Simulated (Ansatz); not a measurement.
# Dielectric response of GaN (10-10) films, part 2 of 5

How well do thin wurtzite GaN (10-10) films screen a perpendicular field?

Ansatz 0.2.0; plane-wave DFT, PBE, Ansatz PAW (the session's first sound run).

So far, ionisation energy, upper face (eV): step 2 (relaxing the film, 12 atoms, units 3) 5.67.

### Step 3. The relaxed film, single point, 12 atoms, units 3

The film was relaxed beforehand; a single point on the relaxed positions gives its levels and potential.

Input file input.yaml:

```yaml
crystal:
  lattice:
    - [3.19, 0.0, 0.0]
    - [0.0, 5.19, 0.0]
    - [0.0, 0.0, 24.4461157555]
  atoms:
    - { symbol: Ga, position: [0.0, 0.0266918132, 0.3775821688] }
    - { symbol: "N", position: [0.0, 0.3742018732, 0.3657914879] }
    - { symbol: Ga, position: [0.5, 0.4923790711, 0.3994850231] }
    - { symbol: "N", position: [0.5, 0.8682667725, 0.4040785419] }
    - { symbol: Ga, position: [0.5, -0.0035371398, 0.4836399453] }
    - { symbol: "N", position: [0.5, 0.3729974947, 0.480185018] }
    - { symbol: Ga, position: [0.0, 0.4964628626, 0.5163600618] }
    - { symbol: "N", position: [0.0, 0.8729974918, 0.519814973] }
    - { symbol: Ga, position: [0.0, -0.0076208651, 0.6005149901] }
    - { symbol: "N", position: [0.0, 0.3682668326, 0.5959214462] }
    - { symbol: Ga, position: [0.5, 0.5266918674, 0.6224178324] }
    - { symbol: "N", position: [0.5, 0.8742019257, 0.6342085116] }
kpoints:
  mp_grid: { grid: [8, 6, 1] }
hamiltonian:
  xc: pbe
scf:
  occupations: { method: fixed }
  convergence: { dr2_threshold: 1.0e-09 }
efield:
  axis: 3
  dipole_correction: true
  ramp_position: 0.97
  ramp_width: 0.06
output:
  eigenvalues: true
  write_potential: true
  write_density: true
  volumetric_format: npy
```

Run with:

```console
$ ansatz run input.yaml --threads 4 --pin off --max-ram 12288MiB --backend cpu --events-out ev --progress --plain --runs-dir out
```

Numbers of over 12 decimals in the logs are rounded to 6 here.

Output:

```text
[...]
Crystal: 12 atoms, lattice volume = 404.732 Å³
Basis set: ecut = 420 eV, 7939 PW (Γ)
Bands: 66, of which v1, the nominal top of the filled ones, is band 54 counted from 1 (53 counted from 0)
Symmetry: 2 space group operations
k-points: 20 of 48 (time reversal used)
[...]
SCF iter   1: F=—  HF=-25004.208454 eV  |F-HF|=—  |Δ(HF+E_count)|=         —  Δρ=1.71e-3  dr2=6.76e-2  ethr=1.77e-3  p=0.000 e·Å  D=8.62e-8 V/Å  ΔV_dip=-0.00 eV  dr2_dipole=4.45e-8  V_vac-E_F(+/−)=5.33/5.33 eV  ⟨swp⟩=5.0  Hψ=4799  notcnv=0  defer=200
[...]
SCF iter   2: F=—  HF=-25004.203155 eV  |F-HF|=—  |Δ(HF+E_count)|=   5.30e-3  Δρ=1.19e-3  dr2=6.11e-3  ethr=6.26e-5  p=0.000 e·Å  D=4.09e-5 V/Å  ΔV_dip=-0.00 eV  dr2_dipole=7.63e-8  V_vac-E_F(+/−)=5.59/5.59 eV  ⟨swp⟩=2.8  Hψ=1947  notcnv=0  defer=200
density mixer auto → msr1: gapped (density of states about μ 0.08 of a free-electron gas's, 60 screened modes)
SCF iter   3: F=—  HF=-25004.203094 eV  |F-HF|=—  |Δ(HF+E_count)|=   6.09e-5  Δρ=4.86e-4  dr2=1.04e-3  ethr=5.66e-6  p=-0.000 e·Å  D=-4.97e-6 V/Å  ΔV_dip=0.00 eV  dr2_dipole=1.91e-9  V_vac-E_F(+/−)=5.62/5.62 eV  ⟨swp⟩=2.2  Hψ=2304  notcnv=0  defer=200
[...]
SCF iter  10: F=-25004.203566 eV  HF=-25004.203566 eV  |F-HF|=2.84e-10  |Δ(HF+E_count)|=   5.36e-9  Δρ=4.03e-7  dr2=4.15e-10  ethr=1.00e-12  p=0.000 e·Å  D=2.79e-7 V/Å  ΔV_dip=-0.00 eV  dr2_dipole=2.72e-13  V_vac-E_F(+/−)=5.67/5.67 eV  ⟨swp⟩=17.9  Hψ=6340  notcnv=0
SCF 1 converged in 10 iterations: F = -25004.203566 eV  dr2 = 4.15e-10
[...]
SCF converged after 10 iterations
Free energy (F): -25004.203566 eV
[...]
Internal energy: -25004.203566 eV  (E = F + TS)
E sigma→0 (E₀):  -25004.203566 eV
Fermi energy:    -0.454931 eV
Dipole field:    D = -0.000000 V/Å  (p = -0.000000 e·Å, saw-weighted, corrected)
Work function:   Φ+ = 5.6723 eV   Φ− = 5.6723 eV
[...]
--- Band table (eV; the first three rows and the last of 20) ---
  k-point 0: bands = [... 50 lower, -0.8982, -0.6876, -0.5957, -0.4549, 1.0584, 2.0973, 3.7058, 4.2211, ... 8 higher]
  k-point 1: bands = [... 50 lower, -0.9156, -0.7933, -0.5650, -0.5498, 1.5861, 2.2601, 3.6298, 4.1144, ... 8 higher]
  k-point 2: bands = [... 50 lower, -1.0122, -0.9021, -0.7888, -0.5957, 2.2902, 2.5619, 3.6143, 3.9748, ... 8 higher]
  k-point 19: bands = [... 50 lower, -2.1187, -2.1187, -0.9160, -0.9160, 2.8350, 2.8350, 4.2945, 4.2945, ... 8 higher]
```

Wall time 22 s (4 threads of Arm Neoverse V1, shared host); peak memory 1.2 GiB; 88 s of CPU time.

In the SCF lines HF is the Harris–Foulkes energy and dr2 the Hartree energy of the density residual, in eV; the loop may stop once dr2 is under the threshold and the program's other checks hold. Hψ counts applications of the Hamiltonian.

This step gave:

| Quantity | Value |
| --- | --- |
| dipole along the normal | -4.79e-7 e·Å |

Running mean over 2.763 Å of the planar mean; the ramp of the sawtooth is left out. Electron's electrostatic potential energy less the highest filled level against z:

z (Å), electron's electrostatic potential energy less the highest filled level (eV) and a bar from the least value:
```
      3.0       5.67 ##############################
      3.5       5.67 ##############################
      4.0       5.67 ##############################
      4.5       5.67 ##############################
      5.0       5.67 ##############################
      5.5       5.67 ##############################
      6.0       5.64 ##############################
      6.5       5.55 ##############################
      7.0       5.15 ############################
      7.5       3.65 ########################
      8.0       1.17 #################
      8.5      -1.50 #########
      9.0      -3.50 ###
      9.5      -4.27 #
     10.0      -4.59 
     10.5      -4.64 
     11.0      -4.50 
     11.5      -4.33 #
     12.0      -4.40 #
     12.5      -4.39 #
     13.0      -4.33 #
     13.5      -4.52 
     14.0      -4.65 
     14.5      -4.57 
     15.0      -4.22 #
     15.5      -3.36 ####
     16.0      -1.23 ##########
     16.5       1.45 ##################
     17.0       3.87 #########################
     17.5       5.24 #############################
     18.0       5.57 ##############################
     18.5       5.65 ##############################
     19.0       5.67 ##############################
     19.5       5.67 ##############################
     20.0       5.67 ##############################
     20.5       5.67 ##############################
     21.0       5.67 ##############################
```

The gap is 1.51 eV, with the valence edge 5.67 eV and the conduction edge 4.16 eV under the upper vacuum level.

### Step 4. Single point, 12 atoms, units 3, field 0.1 V/Å

A sawtooth potential applies the field, turning back in the middle of the vacuum. With the dipole correction the typed value is the field outside the slab. The induced dipole is small, so the SCF threshold is tight.

Changes to input.yaml since step 3:

```diff
@@ -24,3 +24,3 @@
   occupations: { method: fixed }
-  convergence: { dr2_threshold: 1.0e-09 }
+  convergence: { dr2_threshold: 1.0e-10 }
 efield:
@@ -30,4 +30,4 @@
   ramp_width: 0.06
+  amplitude: 0.1
 output:
-  eigenvalues: true
   write_potential: true
```

Output:

```text
[...]
Crystal: 12 atoms, lattice volume = 404.732 Å³
Basis set: ecut = 420 eV, 7939 PW (Γ)
Bands: 66, of which v1, the nominal top of the filled ones, is band 54 counted from 1 (53 counted from 0)
Symmetry: 2 space group operations
k-points: 20 of 48 (time reversal used)
[...]
SCF iter   1: F=—  HF=-25017.735268 eV  |F-HF|=—  |Δ(HF+E_count)|=         —  Δρ=9.71e-2  dr2=4.81e1  ethr=3.10e-3  p=0.081 e·Å  D=3.61e-2 V/Å  ΔV_dip=-0.88 eV  dr2_dipole=1.11e-3  V_vac-E_F(+/−)=11.29/9.97 eV  ⟨swp⟩=5.0  Hψ=4998  notcnv=0  defer=192
[...]
SCF iter  16: F=-25004.207034 eV  HF=-25004.207034 eV  |F-HF|=3.09e-10  |Δ(HF+E_count)|=  1.96e-10  Δρ=6.26e-8  dr2=1.00e-11  ethr=1.00e-12  p=0.069 e·Å  D=3.10e-2 V/Å  ΔV_dip=-0.76 eV  dr2_dipole=9.93e-15  V_vac-E_F(+/−)=6.37/4.93 eV  ⟨swp⟩=18.1  Hψ=5807  notcnv=0
SCF 1 converged in 16 iterations: F = -25004.207034 eV  dr2 = 1.00e-11
[...]
SCF converged after 16 iterations
[...]
Free energy (F): -25004.207034 eV
[...]
Internal energy: -25004.207034 eV  (E = F + TS)
E sigma→0 (E₀):  -25004.207034 eV
Fermi energy:    -0.450023 eV
Dipole field:    D = 0.031009 V/Å  (p = 0.069357 e·Å, saw-weighted, corrected)
Work function:   not extracted (applied field tilts the vacuum); planar V_es + V_field profile in the machine report
[...]
--- Band table (eV; the first three rows and the last of 20) ---
  k-point 0: bands = [... 50 lower, -0.9003, -0.6926, -0.5931, -0.4500, 1.0561, 2.0975, 3.7015, 4.2162, ... 8 higher]
  k-point 1: bands = [... 50 lower, -0.9177, -0.7981, -0.5622, -0.5451, 1.5821, 2.2618, 3.6275, 4.1122, ... 8 higher]
  k-point 2: bands = [... 50 lower, -1.0177, -0.9066, -0.7835, -0.5916, 2.2776, 2.5720, 3.6123, 3.9717, ... 8 higher]
  k-point 19: bands = [... 50 lower, -2.1300, -2.1030, -0.9641, -0.8690, 2.7885, 2.8799, 4.2887, 4.2960, ... 8 higher]
```

The job ended after 29 s (4 threads; peak memory 1.2 GiB; 1.9 min of CPU time).

This step gave:

```yaml
gap_on_the_k_mesh: 1.506 eV
dipole_along_the_normal: 0.06936 e·Å
```

The dipole is 0.0694 e·Å, and the gap on the mesh 1.506 eV.

### Step 5. Atoms held, 12 atoms, units 3, field -0.1 V/Å

Changes to input.yaml since step 4:

```diff
@@ -30,3 +30,3 @@
   ramp_width: 0.06
-  amplitude: 0.1
+  amplitude: -0.1
 output:
```

Output:

```text
[...]
Crystal: 12 atoms, lattice volume = 404.732 Å³
Basis set: ecut = 420 eV, 7939 PW (Γ)
Bands: 66, of which v1, the nominal top of the filled ones, is band 54 counted from 1 (53 counted from 0)
Symmetry: 2 space group operations
k-points: 20 of 48 (time reversal used)
[...]
k-point 0: bands = [... 50 lower, -0.9003, -0.6926, -0.5931, -0.4500, 1.0561, 2.0975, 3.7015, 4.2163, ... 8 higher]
  k-point 1: bands = [... 50 lower, -0.9177, -0.7981, -0.5622, -0.5451, 1.5821, 2.2618, 3.6275, 4.1122, ... 8 higher]
  k-point 2: bands = [... 50 lower, -1.0177, -0.9066, -0.7835, -0.5916, 2.2776, 2.5720, 3.6123, 3.9717, ... 8 higher]
  k-point 19: bands = [... 50 lower, -2.1300, -2.1030, -0.9641, -0.8690, 2.7885, 2.8799, 4.2887, 4.2960, ... 8 higher]
[key lines of the parts left out:]
SCF converged after 16 iterations
Free energy (F): -25004.207034 eV
Fermi energy:    -0.450021 eV
Dipole field:    D = -0.031009 V/Å  (p = -0.069357 e·Å, saw-weighted, corrected)
```

The job ended after 29 s (4 threads; peak memory 1.2 GiB).

The dipole is -0.0694 e·Å, and the gap on the mesh 1.506 eV.

### Step 6. Response with the atoms held, 12 atoms, units 3

This step: plane-wave DFT, PBE, Ansatz PAW; response to a field along the normal, atoms held (Ansatz 0.2.0).

The two fields give this film's response with the atoms held: the electronic part.

This step gave:

| Property | Result |
| --- | --- |
| equivalent conductor thickness p/(ε₀AE) | 7.580 Å |
| distance between the outer atoms | 6.562 Å |
| thickness | 8.288 Å |

Local field over the applied field, running mean. From the potentials at -0.1 and 0.1 V/Å; running mean over 2.763 Å, taken twice. Table of local field over applied field by z:

| z (Å) | local field over applied field |
| --- | --- |
| 5 | 0.987 |
| 6 | 0.931 |
| 7 | 0.775 |
| 8 | 0.529 |
| 9 | 0.297 |
| 10 | 0.172 |
| 11 | 0.142 |
| 12 | 0.142 |
| 13 | 0.142 |
| 14 | 0.150 |
| 15 | 0.226 |
| 16 | 0.415 |
| 17 | 0.672 |
| 18 | 0.875 |
| 19 | 0.972 |
| 20 | 0.996 |

Electrons, planar mean, per unit field. Table of induced electron density by z:

| z (Å) | induced electron density (e/Å³ per V/Å) |
| --- | --- |
| 4.5 | 5.7e-6 |
| 5.0 | 1.7e-5 |
| 5.5 | 5.0e-5 |
| 6.0 | 1.4e-4 |
| 6.5 | 3.6e-4 |
| 7.0 | 8.8e-4 |
| 7.5 | 0.00192 |
| 8.0 | 0.00322 |
| 8.5 | 0.00260 |
| 9.0 | 0.00162 |
| 9.5 | -3.9e-4 |
| 10.0 | -0.00111 |
| 10.5 | -6.7e-4 |
| 11.0 | 3.8e-4 |
| 11.5 | 7.3e-4 |
| 12.0 | 0.00110 |
| 12.5 | -0.00129 |
| 13.0 | -6.8e-4 |
| 13.5 | -2.8e-4 |
| 14.0 | 7.6e-4 |
| 14.5 | 0.00119 |
| 15.0 | 7.4e-5 |
| 15.5 | -0.00161 |
| 16.0 | -0.00284 |
| 16.5 | -0.00310 |
| 17.0 | -0.00178 |
| 17.5 | -8.0e-4 |
| 18.0 | -3.3e-4 |
| 18.5 | -1.2e-4 |
| 19.0 | -4.5e-5 |
| 19.5 | -1.5e-5 |
| 20.0 | -5.1e-6 |

By hand: between -0.1 and 0.1 V/Å the dipole changes by 0.1387 e·Å, a slope of 0.6936 e·Å²/V. A perfect conductor of thickness t has p = ε₀AEt, so t = 180.95 × 0.6936 / 16.556 = 7.58 Å (e/ε₀ = 180.95 V·Å, A in Å²).

The induced dipole is that of a conductor 7.58 Å thick.

### Step 7. Field on, atoms free, 12 atoms, field 0.05 V/Å

This step: plane-wave DFT, PBE, Ansatz PAW (Ansatz 0.2.0).

Now the atoms may follow the field. A weak field makes forces of meV/Å to tens of meV/Å, so the force tolerance is set well below the usual one.

Changes to input.yaml since step 5:

```diff
@@ -30,3 +30,6 @@
   ramp_width: 0.06
-  amplitude: -0.1
+  amplitude: 0.05
+relax:
+  f_tol: 0.0006
+  max_steps: 70
 output:
```

Output:

```text
[...]
Crystal: 12 atoms, lattice volume = 404.732 Å³
Basis set: ecut = 420 eV, 7939 PW (Γ), exchange–correlation on 48×72×360 points (8 copies of the dense FFT grid, shifted against one another)
Bands: 66, of which v1, the nominal top of the filled ones, is band 54 counted from 1 (53 counted from 0)
Symmetry: 2 space group operations
k-points: 20 of 48 (time reversal used)
[...]
SCF iter   1: F=—  HF=-25017.733148 eV  |F-HF|=—  |Δ(HF+E_count)|=         —  Δρ=9.71e-2  dr2=4.82e1  ethr=3.10e-3  p=0.040 e·Å  D=1.81e-2 V/Å  ΔV_dip=-0.44 eV  dr2_dipole=2.71e-4  V_vac-E_F(+/−)=10.97/10.30 eV  ⟨swp⟩=4.9  Hψ=4939  notcnv=0  defer=193
[...]
SCF iter  16: F=-25004.204454 eV  HF=-25004.204454 eV  |F-HF|=1.96e-10  |Δ(HF+E_count)|=  1.09e-11  Δρ=6.18e-8  dr2=1.02e-11  ethr=1.00e-12  p=0.035 e·Å  D=1.55e-2 V/Å  ΔV_dip=-0.38 eV  dr2_dipole=1.26e-14  V_vac-E_F(+/−)=6.02/5.29 eV  ⟨swp⟩=7.0  Hψ=7337  notcnv=0
SCF 1 converged in 16 iterations: F = -25004.204454 eV  dr2 = 1.02e-11
[...]
relax step   1: F+E_penalty+E_count = -25004.20445380 eV  Δ(F+E_penalty+E_count) = +0.000e0 eV  max|allowed force component| = 2.085e-2 eV/Å  Δτ_max = 0.0000 Å  (16 SCF iters, accepted)
[...]
SCF iter   8: F=-25004.204516 eV  HF=-25004.204516 eV  |F-HF|=3.64e-12  |Δ(HF+E_count)|=  3.24e-10  Δρ=1.81e-7  dr2=7.29e-11  ethr=1.00e-12  p=0.037 e·Å  D=1.63e-2 V/Å  ΔV_dip=-0.40 eV  dr2_dipole=2.75e-13  V_vac-E_F(+/−)=6.01/5.30 eV  ⟨swp⟩=7.1  Hψ=7749  notcnv=0
SCF 2 converged in 8 iterations: F = -25004.204516 eV  dr2 = 7.29e-11
relax step   2: F+E_penalty+E_count = -25004.20451562 eV  Δ(F+E_penalty+E_count) = -6.182e-5 eV  max|allowed force component| = 1.098e-2 eV/Å  Δτ_max = 0.0015 Å  (8 SCF iters, accepted)
SCF iter   1: F=—  HF=-25004.204390 eV  |F-HF|=—  |Δ(HF+E_count)|=         —  Δρ=5.75e-5  dr2=2.78e-5  ethr=1.11e-7  p=0.037 e·Å  D=1.63e-2 V/Å  ΔV_dip=-0.40 eV  dr2_dipole=1.11e-5  V_vac-E_F(+/−)=6.01/5.30 eV  ⟨swp⟩=2.0  Hψ=2738  notcnv=0  defer=200
[...]
SCF iter   8: F=-25004.204532 eV  HF=-25004.204532 eV  |F-HF|=1.53e-10  |Δ(HF+E_count)|=  2.55e-11  Δρ=1.02e-7  dr2=2.26e-11  ethr=1.00e-12  p=0.038 e·Å  D=1.69e-2 V/Å  ΔV_dip=-0.41 eV  dr2_dipole=2.57e-13  V_vac-E_F(+/−)=6.01/5.30 eV  ⟨swp⟩=7.0  Hψ=7337  notcnv=0
SCF 3 converged in 8 iterations: F = -25004.204532 eV  dr2 = 2.26e-11
relax step   3: F+E_penalty+E_count = -25004.20453168 eV  Δ(F+E_penalty+E_count) = -1.606e-5 eV  max|allowed force component| = 1.682e-3 eV/Å  Δτ_max = 0.0007 Å  (8 SCF iters, accepted)
SCF iter   1: F=—  HF=-25004.204382 eV  |F-HF|=—  |Δ(HF+E_count)|=         —  Δρ=1.76e-5  dr2=7.66e-7  ethr=2.71e-8  p=0.038 e·Å  D=1.69e-2 V/Å  ΔV_dip=-0.41 eV  dr2_dipole=8.87e-10  V_vac-E_F(+/−)=6.01/5.30 eV  ⟨swp⟩=2.0  Hψ=1936  notcnv=0  defer=115
[...]
SCF iter   6: F=-25004.204532 eV  HF=-25004.204532 eV  |F-HF|=7.28e-12  |Δ(HF+E_count)|=  2.00e-10  Δρ=1.08e-7  dr2=2.96e-11  ethr=1.00e-12  p=0.038 e·Å  D=1.69e-2 V/Å  ΔV_dip=-0.41 eV  dr2_dipole=2.89e-13  V_vac-E_F(+/−)=6.01/5.30 eV  ⟨swp⟩=7.0  Hψ=7496  notcnv=0
SCF 4 converged in 6 iterations: F = -25004.204532 eV  dr2 = 2.96e-11
relax step   4: F+E_penalty+E_count = -25004.20453222 eV  Δ(F+E_penalty+E_count) = -5.426e-7 eV  max|allowed force component| = 5.613e-4 eV/Å  Δτ_max = 0.0002 Å  (6 SCF iters, accepted)
NSCF: frozen V_eff on 20 k-points
[...]
SCF converged after 6 iterations
[...]
Free energy (F): -25004.204532 eV
[...]
Internal energy: -25004.204532 eV  (E = F + TS)
E sigma→0 (E₀):  -25004.204532 eV
Fermi energy:    -0.454976 eV
Dipole field:    D = 0.016916 V/Å  (p = 0.037835 e·Å, saw-weighted, corrected)
Work function:   not extracted (applied field tilts the vacuum); planar V_es + V_field profile in the machine report
[...]
--- Forces (eV/Å), atoms counted from 1 ---
  atom   1  Ga     0.00000000    -0.00010377    -0.00030807
  atom   2  N      0.00000000     0.00018630     0.00003137
  atom   3  Ga     0.00000000    -0.00003193     0.00006342
  atom   4  N      0.00000000     0.00012243     0.00015872
  atom   5  Ga     0.00000000    -0.00054788    -0.00004730
  atom   6  N      0.00000000     0.00004359     0.00012869
  atom   7  Ga     0.00000000     0.00056133    -0.00009251
  atom   8  N      0.00000000    -0.00007981     0.00011046
  atom   9  Ga     0.00000000     0.00006274     0.00008656
  atom  10  N      0.00000000    -0.00011548     0.00017911
  atom  11  Ga     0.00000000     0.00009374    -0.00031244
  atom  12  N      0.00000000    -0.00019112     0.00000116
  max |Σ_I F_I| component: 8.18e-7 eV/Å
--- Band table (eV; the first three rows and the last of 20) ---
  k-point 0: bands = [... 50 lower, -0.8983, -0.6879, -0.5957, -0.4550, 1.0580, 2.0969, 3.7047, 4.2201, ... 8 higher]
  k-point 1: bands = [... 50 lower, -0.9160, -0.7936, -0.5649, -0.5499, 1.5856, 2.2599, 3.6291, 4.1140, ... 8 higher]
  k-point 2: bands = [... 50 lower, -1.0125, -0.9028, -0.7889, -0.5955, 2.2893, 2.5620, 3.6138, 3.9743, ... 8 higher]
  k-point 19: bands = [... 50 lower, -2.1197, -2.1179, -0.9321, -0.9004, 2.8274, 2.8423, 4.2911, 4.2970, ... 8 higher]
--- Relaxed structure (4 steps of the walk, 4 accepted, 0 SCFs on fresh bases) ---
  F+E_penalty+E_count = -25004.20453222 eV   max|allowed force component| = 5.613e-4 eV/Å
  atoms:
    - { symbol: Ga, position: [0.0, 0.026811, 0.377634] }
    - { symbol: N, position: [0.0, 0.374293, 0.365725] }
    - { symbol: Ga, position: [0.5, 0.492397, 0.399502] }
    - { symbol: N, position: [0.5, 0.868294, 0.404066] }
    - { symbol: Ga, position: [0.5, -0.00351582, 0.483671] }
    - { symbol: N, position: [0.5, 0.373022, 0.480158] }
    - { symbol: Ga, position: [0.0, 0.496456, 0.516387] }
    - { symbol: N, position: [0.0, 0.872988, 0.519791] }
    - { symbol: Ga, position: [0.0, -0.00764811, 0.600536] }
    - { symbol: N, position: [0.0, 0.368228, 0.595909] }
    - { symbol: Ga, position: [0.5, 0.526566, 0.622473] }
    - { symbol: N, position: [0.5, 0.874107, 0.634148] }
```

The job ended after 62 s (4 threads; peak memory 1 GiB; 4.1 min of CPU time).

No atom moved by 0.005 Å in the relaxation.

Numbers from this step:

| Property | Result |
| --- | --- |
| gap on the k-mesh | 1.513 eV |
| dipole along the normal | 0.03784 e·Å |

The relaxation took 4 steps and lowered the energy by 7.8e-5 eV; the largest force on the free atoms ends at 5.6e-4 eV/Å.

The dipole is 0.0378 e·Å, and the gap on the mesh 1.513 eV.

### Step 8. Field on, atoms free, 12 atoms, field -0.05 V/Å

The opposite sign, again from the field-free geometry; the difference of the two cancels what relaxes without a field.

Changes to input.yaml since step 7:

```diff
@@ -30,3 +30,3 @@
   ramp_width: 0.06
-  amplitude: 0.05
+  amplitude: -0.05
 relax:
```

Output:

```text
[...]
Crystal: 12 atoms, lattice volume = 404.732 Å³
Basis set: ecut = 420 eV, 7939 PW (Γ), exchange–correlation on 48×72×360 points (8 copies of the dense FFT grid, shifted against one another)
Bands: 66, of which v1, the nominal top of the filled ones, is band 54 counted from 1 (53 counted from 0)
Symmetry: 2 space group operations
k-points: 20 of 48 (time reversal used)
[...]
- { symbol: Ga, position: [0.5, -0.00353674, 0.483614] }
    - { symbol: N, position: [0.5, 0.372989, 0.480209] }
    - { symbol: Ga, position: [0.0, 0.496481, 0.516330] }
    - { symbol: N, position: [0.0, 0.873025, 0.519841] }
    - { symbol: Ga, position: [0.0, -0.0076025, 0.600498] }
    - { symbol: N, position: [0.0, 0.368296, 0.595935] }
    - { symbol: Ga, position: [0.5, 0.526812, 0.622368] }
    - { symbol: N, position: [0.5, 0.874295, 0.634275] }
[key lines of the parts left out:]
SCF converged after 6 iterations
Free energy (F): -25004.204532 eV
Fermi energy:    -0.454991 eV
Dipole field:    D = -0.016911 V/Å  (p = -0.037824 e·Å, saw-weighted, corrected)
```

The job ended after 73 s (4 threads; peak memory 1 GiB).

No atom moved by 0.005 Å in the relaxation.

The relaxation took 5 steps and lowered the energy by 7.8e-5 eV; the largest force on the free atoms ends at 4.9e-4 eV/Å.

The dipole is -0.0378 e·Å, and the gap on the mesh 1.513 eV.

[end of part 2 of 5]

[Logs are printed without paths, hosts, clocks, repeated set-up lines and the standing remarks that a program may print on its own settings, such as how far it seeks lower states.]

[Hosts, paths, dates, database ids (printed as entryN), source tags and the programs' standing remarks are cut or masked in the printed files.]

[Maps of the electrostatic potential energy from Ansatz leave out the sawtooth potential of an applied field or a dipole correction, so their vacuum need not be flat; planar profiles and work functions include it.]
